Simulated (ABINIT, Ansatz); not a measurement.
**How the form of the self-energy moves the gap of Ga2O3 (R-3c)**

Aim: compare treatments of exchange, screening and correlation for the gap of Ga2O3 (R-3c).

Method: PBE and many-body steps on it, plane waves, in ABINIT 10.8.3.

**What was measured.**

- Gap 5.3 eV: optical direct gap from Tauc plot, alpha-phase dominant buffer stack; UV-Vis transmittance, Tauc plot; film (as-grown alpha-(Al0.3Ga0.7)2O3/alpha-Ga2O3 double layer on c-plane sapphire, mist CVD, slight kappa admixture) on Al2O3 (“Controlled Crystallinity of a Sn-Doped α-Ga2O3 Epilayer Using Rapidly Annealed Double Buffer Layers”, 2024, pmc:10818942).

- Gap 5.62 ± 0.02 eV: lowest direct band-to-band transition E0, E parallel to c (M1-type CP); abstract instead prints 5.44 eV, which Table III gives as the exciton energy; generalized spectroscopic ellipsometry, critical-point model; 300 K; film (51.8 nm PAMBE film, fully lattice-relaxed) on m-plane Al2O3 (“Anisotropic dielectric functions, band-to-band transitions, and critical points in alpha-Ga2O3”, 2021, arxiv:2101.06595).

- Gap 5.6 eV: direct band-to-band gap from Tauc plot; UV-Vis absorption, Tauc plot; film (163 nm mist CVD film on c-plane sapphire) on Al2O3 (sapphire) (“Optical properties of mist CVD grown alpha-Ga2O3”, 2019, arxiv:1907.13072).

- Gap 5.2 eV: optical gap from Tauc plot assuming direct gap; largest value, film grown at 250 C; UV-vis transmittance/reflectance, Tauc plot; film on c-plane sapphire (“Low temperature growth and optical properties of alpha-Ga2O3 deposited on sapphire by plasma enhanced atomic layer deposition”, 2019, arxiv:1908.06914).

- Gap 5.15 eV: optical gap from Tauc plot assuming direct gap; lower end of the 5.15-5.20 eV range for alpha-phase films; UV-vis transmittance/reflectance, Tauc plot; film on c-plane sapphire (“Low temperature growth and optical properties of alpha-Ga2O3 deposited on sapphire by plasma enhanced atomic layer deposition”, 2019, arxiv:1908.06914).

This is a selection; 1 further report is not listed.

## Step 1: Starting point

It takes space group R-3c (No. 167, trigonal). The conventional cell has a = 4.997 Å, b = 4.997 Å, c = 13.451 Å, α = 90.00°, β = 90.00°, γ = 120.00°. Nearest to Ga lie 6 O at 1.93 to 2.08 Å. O has 4 Ga at 1.93 to 2.08 Å nearest. Farther neighbours and most contacts between anions are not listed.

The cell and positions are those that the Materials Project relaxed with its own functionals (PBE, PBE+U or r2SCAN), kept fixed. This is not the form that Ga2O3 usually takes at ambient conditions.

## Step 2: Empty states on the mesh, 4×4×4 mesh, 555 bands

This step: ABINIT 10.8.3; DFT, PBE, plane waves, norm-conserving pseudopotentials.

The sums over transitions need many empty states on a uniform mesh; this step solves for them.

Input file run.abi:

```
acell 3*1.0 Angstrom
rprim 
  2.498699193881 1.442624652211 4.483549768500
  -2.498699193881 1.442624652211 4.483549768500
  0.000000000000 -2.885249304422 4.483549768500
ntypat 2
znucl 31 8
natom 10
typat 1 1 1 1 2 2 2 2 2 2
xred 
  0.855585580000 0.855585580000 0.855585580000
  0.644414420000 0.644414420000 0.644414420000
  0.144414420000 0.144414420000 0.144414420000
  0.355585580000 0.355585580000 0.355585580000
  0.750000000000 0.446832820000 0.053167180000
  0.446832820000 0.053167180000 0.750000000000
  0.053167180000 0.750000000000 0.446832820000
  0.250000000000 0.553167180000 0.946832820000
  0.946832820000 0.250000000000 0.553167180000
  0.553167180000 0.946832820000 0.250000000000
pp_dirpath "pseudos"
pseudos "Ga.upf, O.upf"
ecut 45
ngkpt 4 4 4
nshiftk 1
shiftk 0 0 0
kptopt 1
chksymbreak 0
iscf -2
irdden 1
istwfk *1
nband 555
nbdbuf 50
tolwfr 1e-09
nstep 60
prtvol 0
indata_prefix "in"
outdata_prefix "out"
tmpdata_prefix "tmp"
```

Command:

```console
> OMP_NUM_THREADS=1 mpirun -n 16 abinit run.abi > log
```

Numbers of over 12 decimals in the logs are rounded to 6 here.

What it wrote:

```text
.Version 10.8.3 of ABINIT. v10.8.2 released Aug 2026.

 Symmetries : space group R-3 c (#167); Bravais hR (rhombohedral)
[... echo of the input left out ...]
== DATASET  1 ==================================================================
-   mpi_nproc: 16, omp_nthreads: 1 (-1 if OMP is not activated)
-    --> not optimal distribution: autoparal keyword recommended in input file <--

--- !DatasetInfo
iteration_state: {dtset: 1, }
dimensions: {natom: 10, nkpt: 13, mband: 555, nsppol: 1, nspinor: 1, nspden: 1, mpw: 9454, }
cutoff_energies: {ecut:  45.0, pawecutdg:  -1.0, }
[...]
5.98431    5.99268    5.99270    6.00342    6.01527    6.03279    6.03307    6.03463
   6.04532    6.04556    6.04816    6.06117    6.06160    6.07400    6.07644    6.08977
   6.09767    6.11006    6.12649
 prteigrs : prtvol=0 or 1, do not print more k-points.

== END DATASET(S) ==============================================================
================================================================================

 -outvars: echo values of variables after computation  --------
            nband         555
             nkpt          13
          spgroup         167
 [... the other variables as echoed above ...]

 Calculation completed.
```

Run time: 12 min. Hardware: 16 MPI ranks of Arm Neoverse V1, shared host; peak memory 2.7 GiB; 3.2 h of CPU time.

This step gave:

| Item | Value |
| --- | --- |
| gap | 2.857 eV |
| k of the valence top | 0.25, 0, 0 |
| k of the conduction bottom | 0, 0, 0 |
| least direct gap | 3.066 eV |
| k points computed | 13 |
| lowest point of the top converged band, above the valence top | 149.6019 eV |

On this mesh the gap is 2.857 eV.

The density comes from a self-consistent run that is not shown.

## Step 3: Screening, 4×4×4 mesh, 241 bands, screening to 141.5 eV

The RPA dielectric matrix is built and inverted for each q.

This step: RPA screening on PBE, plane waves, norm-conserving pseudopotentials.

Changes to run.abi since step 2:

```diff
@@ -28,10 +28,11 @@
 chksymbreak 0
-iscf -2
-irdden 1
 istwfk *1
-nband 555
-nbdbuf 50
-tolwfr 1e-09
-nstep 60
-prtvol 0
+occopt 1
+irdwfk 1
+optdriver 3
+nband 241
+ecuteps 5.2
+inclvkb 2
+awtr 1
+symchi 1
 indata_prefix "in"
```

What it wrote:

```text
.Version 10.8.3 of ABINIT. v10.8.2 released Aug 2026.

 Symmetries : space group R-3 c (#167); Bravais hR (rhombohedral)
[... echo of the input left out ...]
== DATASET  1 ==================================================================
-   mpi_nproc: 16, omp_nthreads: 1 (-1 if OMP is not activated)

--- !DatasetInfo
iteration_state: {dtset: 1, }
dimensions: {natom: 10, nkpt: 13, mband: 241, nsppol: 1, nspinor: 1, nspden: 1, mpw: 9454, }
cutoff_energies: {ecut:  45.0, pawecutdg:  -1.0, }
electrons: {nelect:   1.20000000E+02, charge:   0.00000000E+00, occopt:   1.00000000E+00, tsmear:   1.00000000E-02, }

 SCREENING: Calculation of the susceptibility and dielectric matrices

 Based on a program developped by R.W. Godby, V. Olevano, G. Onida, and L. Reining.
 Incorporated in ABINIT by V. Olevano, G.-M. Rignanese, and M. Torrent.
.Using double precision arithmetic ; gwpc =  8

[... cell and pseudopotentials left out ...]
--------------------------------------------------------------------------------

 ==== K-mesh for the wavefunctions ====
 Number of points in the irreducible wedge :    13
[... list of points left out ...]
 Together with 12 symmetry operations and time-reversal symmetry
 yields    64 points in the full Brillouin Zone.

 ==== Q-mesh for the screening function ====
 Number of points in the irreducible wedge :    13
[... list of points left out ...]
 Together with 12 symmetry operations and time-reversal symmetry
 yields    64 points in the full Brillouin Zone.

 setmesh: FFT mesh size selected  =    48x   48x   48
          total number of points  =       110592

 vcoul_init : cutoff-mode = AUXILIARY_FUNCTION
 q-points for optical limit:   1
     1)      0.000010    0.000020    0.000030

- screening: taking advantage of time-reversal symmetry
- Maximum band index for partially occupied states nbvw = 60
- Remaining bands to be divided among processors   nbcw = 181
- Number of bands treated by each node ~11

 Number of electrons calculated from density =  120.0000; Expected =  120.0000
 average of density, n =  0.183377
 r_s =    1.0919
 omega_plasma =   41.3074 [eV]

 calculating chi0 at frequencies [eV] :
  1    0.000000E+00    0.000000E+00
  2    0.000000E+00    4.130738E+01

--------------------------------------------------------------------------------
  q-point number  1        q = ( 0.000000, 0.000000, 0.000000) [r.l.u.]
--------------------------------------------------------------------------------
[... chi0 elements left out ...]
 For q-point:  0.000010 0.000020 0.000030
  dielectric constant =   4.1661
  dielectric constant without local fields =   4.3677

  Average fulfillment of the sum rule on Im[epsilon] for q-point    1 :     40.91  [%]
[... wings left out ...]
  q-point number  2        q = ( 0.250000, 0.000000, 0.000000) [r.l.u.]
--------------------------------------------------------------------------------
[... chi0 elements left out ...]
  Average fulfillment of the sum rule on Im[epsilon] for q-point    2 :     46.78  [%]

 [... 11 further q-points ...]
```

Wall time 29 min (16 MPI ranks); peak memory 30 GiB.

This step gave:

```
ε∞ with local fields, on this mesh, along the program's q direction : 4.166
the same without local fields                                       : 4.368
plasma frequency                                                    : 41.31 eV
plane waves in the screening matrix                                 : 363
```

Local fields lower ε∞ by 5 %.

## Step 4: G0W0, Godby-Needs plasmon pole

The self-energy is evaluated for the states that the input lists, and the levels follow from it, in one-shot runs by the linearised quasiparticle equation.

This step: G0W0 on PBE, plane waves, norm-conserving pseudopotentials.

Changes to run.abi since step 3:

```diff
@@ -31,8 +31,17 @@
 irdwfk 1
-optdriver 3
+optdriver 4
 nband 241
+gwcalctyp 0
+ecutsigx 45
+symsigma 1
+nkptgw 2
+kptgw 
+  0.2500000000 0.0000000000 0.0000000000
+  0.0000000000 0.0000000000 0.0000000000
+bdgw 
+  59 62
+  59 62
 ecuteps 5.2
-inclvkb 2
-awtr 1
-symchi 1
+irdscr 1
+ppmodel 1
 indata_prefix "in"
```

What it wrote:

```text
.Version 10.8.3 of ABINIT. v10.8.2 released Aug 2026.

 Symmetries : space group R-3 c (#167); Bravais hR (rhombohedral)
[... echo of the input left out ...]
== DATASET  1 ==================================================================
-   mpi_nproc: 16, omp_nthreads: 1 (-1 if OMP is not activated)

--- !DatasetInfo
iteration_state: {dtset: 1, }
dimensions: {natom: 10, nkpt: 13, mband: 241, nsppol: 1, nspinor: 1, nspden: 1, mpw: 9454, }
cutoff_energies: {ecut:  45.0, pawecutdg:  -1.0, }
electrons: {nelect:   1.20000000E+02, charge:   0.00000000E+00, occopt:   1.00000000E+00, tsmear:   1.00000000E-02, }

 SIGMA: Calculation of the GW corrections

 Based on a program developped by R.W. Godby, V. Olevano, G. Onida, and L. Reining.
 Incorporated in ABINIT by V. Olevano, G.-M. Rignanese, and M. Torrent.
.Using double precision arithmetic ; gwpc =  8

[... cell and pseudopotentials left out ...]
--------------------------------------------------------------------------------

 ==== K-mesh for the wavefunctions ====
 Number of points in the irreducible wedge :    13
[... list of points left out ...]
 Together with 12 symmetry operations and time-reversal symmetry
 yields    64 points in the full Brillouin Zone.

 ==== Q-mesh for screening function ====
 Number of points in the irreducible wedge :    13
[... list of points left out ...]
 Together with 12 symmetry operations and time-reversal symmetry
 yields    64 points in the full Brillouin Zone.

 vcoul_init : cutoff-mode = AUXILIARY_FUNCTION
 q-points for optical limit:   1
     1)      0.000010    0.000020    0.000030
 setmesh: FFT mesh size selected  =    64x   64x   64
          total number of points  =       262144

 Number of electrons calculated from density =  120.0000; Expected =  120.0000
 average of density, n =  0.183377
 r_s =    1.0919
 omega_plasma =   41.3074 [eV]

 === KS Band Gaps ===
  >>>> For spin  1
   Minimum direct gap =   3.0665 [eV], located at k-point      :   0.0000  0.0000  0.0000
   Fundamental gap    =   2.8568 [eV], Top of valence bands at :   0.2500  0.0000  0.0000
                                       Bottom of conduction at :   0.0000  0.0000  0.0000
 SIGMA fundamental parameters:
 PLASMON POLE MODEL  1
 number of plane-waves for SigmaX                 9445
 number of plane-waves for SigmaC and W            363
 number of plane-waves for wavefunctions          9445
 number of bands                                   241
 number of independent spin polarizations            1
 number of spinorial components                      1
 number of k-points in IBZ                          13
 number of q-points in IBZ                          13
 number of symmetry operations                      12
 number of k-points in BZ                           64
 number of q-points in BZ                           64
 number of frequencies for dSigma/dE                 9
 frequency step for dSigma/dE [eV]                0.25
 number of omega for Sigma on real axis              0
 max omega for Sigma on real axis  [eV]           0.00
 zcut for avoiding poles [eV]                     0.10

 EPSILON^-1 parameters (SCR file):
 dimension of the eps^-1 matrix on file            363
 dimension of the eps^-1 matrix used               363
 number of plane-waves for wavefunctions          9445
 number of bands                                   241
 number of q-points in IBZ                          13
 number of frequencies                               2
 number of real frequencies                          1
 number of imag frequencies                          1

 matrix elements of self-energy operator (all in [eV])

 Perturbative Calculation

--- !SelfEnergy_ee
iteration_state: {dtset: 1, }
kpoint     : [   0.250,    0.000,    0.000, ]
spin       : 1
KS_gap     :    4.420
QP_gap     :    6.088
Delta_QP_KS:    1.668
data: !SigmaeeData |
     Band     E0 <VxcDFT>   SigX SigC(E0)      Z dSigC/dE  Sig(E)    E-E0       E
       59   5.658 -20.749 -26.094   4.685   0.802  -0.246 -21.279  -0.530   5.128
       60   5.807 -21.052 -26.384   4.703   0.802  -0.246 -21.556  -0.504   5.302
       61  10.226 -17.562 -13.174  -2.996   0.837  -0.195 -16.398   1.164  11.390
       62  12.349 -17.167 -11.624  -3.725   0.840  -0.191 -15.640   1.527  13.875

--- !SelfEnergy_ee
iteration_state: {dtset: 1, }
kpoint     : [   0.000,    0.000,    0.000, ]
spin       : 1
KS_gap     :    3.066
QP_gap     :    4.471
Delta_QP_KS:    1.404
data: !SigmaeeData |
     Band     E0 <VxcDFT>   SigX SigC(E0)      Z dSigC/dE  Sig(E)    E-E0       E
       59   5.597 -20.672 -25.937   4.627   0.802  -0.246 -21.184  -0.512   5.085
       60   5.597 -20.672 -25.937   4.627   0.802  -0.246 -21.184  -0.512   5.085
       61   8.663 -16.165 -11.932  -3.178   0.846  -0.182 -15.272   0.893   9.556
       62  12.517 -17.532 -11.871  -3.736   0.838  -0.193 -15.919   1.613  14.131

== END DATASET(S) ==============================================================
================================================================================

 -outvars: echo values of variables after computation  --------
           etotal      0.0000000000E+00
            nband         241
             nkpt          13
          spgroup         167
 [... the other variables as echoed above ...]

 Calculation completed.
```

Wall time 76 s (16 MPI ranks); peak memory 9.6 GiB; 17 min of CPU time.

This step gave:

```
G0W0 gap on the points computed              : 4.254 eV
starting gap on the mesh                     : 2.857 eV
k of the valence top                         : 0.25, 0, 0
k of the conduction bottom                   : 0, 0, 0
Z at the valence top                         : 0.802
Z at the conduction bottom                   : 0.846
least direct G0W0 gap on the computed points : 4.471 eV
```

The gap on the mesh goes from 2.86 eV to 4.25 eV, a correction of +1.40 eV.

## Step 5: G0W0, Engel-Farid plasmon pole

Changes to run.abi since step 4:

```diff
@@ -45,3 +45,3 @@
 irdscr 1
-ppmodel 1
+ppmodel 4
 indata_prefix "in"
```

What it wrote:

```text
.Version 10.8.3 of ABINIT. v10.8.2 released Aug 2026.

 Symmetries : space group R-3 c (#167); Bravais hR (rhombohedral)
[... echo of the input left out ...]
== DATASET  1 ==================================================================
-   mpi_nproc: 16, omp_nthreads: 1 (-1 if OMP is not activated)

--- !DatasetInfo
iteration_state: {dtset: 1, }
dimensions: {natom: 10, nkpt: 13, mband: 241, nsppol: 1, nspinor: 1, nspden: 1, mpw: 9454, }
cutoff_energies: {ecut:  45.0, pawecutdg:  -1.0, }
electrons: {nelect:   1.20000000E+02, charge:   0.00000000E+00, occopt:   1.00000000E+00, tsmear:   1.00000000E-02, }

 SIGMA: Calculation of the GW corrections

 Based on a program developped by R.W. Godby, V. Olevano, G. Onida, and L. Reining.
 Incorporated in ABINIT by V. Olevano, G.-M. Rignanese, and M. Torrent.
.Using double precision arithmetic ; gwpc =  8

[... cell and pseudopotentials left out ...]
--------------------------------------------------------------------------------

 ==== K-mesh for the wavefunctions ====
 Number of points in the irreducible wedge :    13
[... list of points left out ...]
 Together with 12 symmetry operations and time-reversal symmetry
 yields    64 points in the full Brillouin Zone.

 ==== Q-mesh for screening function ====
 Number of points in the irreducible wedge :    13
[... list of points left out ...]
 Together with 12 symmetry operations and time-reversal symmetry
 yields    64 points in the full Brillouin Zone.

 vcoul_init : cutoff-mode = AUXILIARY_FUNCTION
 q-points for optical limit:   1
     1)      0.000010    0.000020    0.000030
 setmesh: FFT mesh size selected  =    64x   64x   64
          total number of points  =       262144

 Number of electrons calculated from density =  120.0000; Expected =  120.0000
[...]
number of omega for Sigma on real axis              0
 max omega for Sigma on real axis  [eV]           0.00
 zcut for avoiding poles [eV]                     0.10

 EPSILON^-1 parameters (SCR file):
 dimension of the eps^-1 matrix on file            363
 dimension of the eps^-1 matrix used               363
 number of plane-waves for wavefunctions          9445
 number of bands                                   241
 number of q-points in IBZ                          13
 number of frequencies                               2
 number of real frequencies                          1
 number of imag frequencies                          1

 matrix elements of self-energy operator (all in [eV])

 Perturbative Calculation

--- !SelfEnergy_ee
iteration_state: {dtset: 1, }
kpoint     : [   0.250,    0.000,    0.000, ]
spin       : 1
KS_gap     :    4.420
QP_gap     :    6.092
Delta_QP_KS:    1.672
data: !SigmaeeData |
     Band     E0 <VxcDFT>   SigX SigC(E0)      Z dSigC/dE  Sig(E)    E-E0       E
       59   5.658 -20.749 -26.094   4.559   0.817  -0.225 -21.391  -0.642   5.016
       60   5.807 -21.052 -26.384   4.583   0.817  -0.225 -21.664  -0.612   5.195
       61  10.226 -17.562 -13.174  -3.141   0.851  -0.175 -16.501   1.061  11.287
[...]
--- !SelfEnergy_ee
iteration_state: {dtset: 1, }
kpoint     : [   0.000,    0.000,    0.000, ]
spin       : 1
KS_gap     :    3.066
QP_gap     :    4.444
Delta_QP_KS:    1.377
data: !SigmaeeData |
     Band     E0 <VxcDFT>   SigX SigC(E0)      Z dSigC/dE  Sig(E)    E-E0       E
[...]
61   8.663 -16.165 -11.932  -3.359   0.861  -0.161 -15.412   0.752   9.416
       62  12.517 -17.532 -11.871  -3.898   0.852  -0.174 -16.031   1.501  14.019

== END DATASET(S) ==============================================================
================================================================================

 -outvars: echo values of variables after computation  --------
           etotal      0.0000000000E+00
            nband         241
             nkpt          13
          spgroup         167
 [... the other variables as echoed above ...]

 Calculation completed.
```

Run time: 71 s. Hardware: 16 MPI ranks; peak memory 8.9 GiB.

Numbers from this step:

| Item | Value |
| --- | --- |
| G0W0 gap on the points computed | 4.221 eV |
| starting gap on the mesh | 2.857 eV |
| k of the valence top | 0.25, 0, 0 |
| k of the conduction bottom | 0, 0, 0 |
| Z at the valence top | 0.817 |
| Z at the conduction bottom | 0.861 |
| least direct G0W0 gap on the computed points | 4.444 eV |

Against G0W0 in ABINIT (4×4×4 mesh, 241 bands, screening to 141.5 eV, Godby-Needs plasmon pole), the gap moves by −0.033 eV.

(Continued in part 2 of 2.)

[Paths, hosts, dates, memory and timing lines, banners, echoed tables and standing remarks are left out of the program output.]

[Logs are printed without paths, hosts, clocks, repeated set-up lines and the standing remarks that a program may print on its own settings, such as how far it seeks lower states.]

[Runs of the session that timed out or met a known fault of the program may be left out.]

[Hosts, paths, dates, database ids (printed as entryN), source tags and the programs' standing remarks are cut or masked in the printed files.]

[G0W0 gaps are taken among the corrected bands and points alone; a level outside them can change the order at an edge.]

[Where Ansatz stands beside ABINIT at settings called matched, ABINIT's density can come from a denser mesh and the files from another edition; pairs whose starting gaps differed by over 0.03 eV were left out, so agreement reads better than it is.]
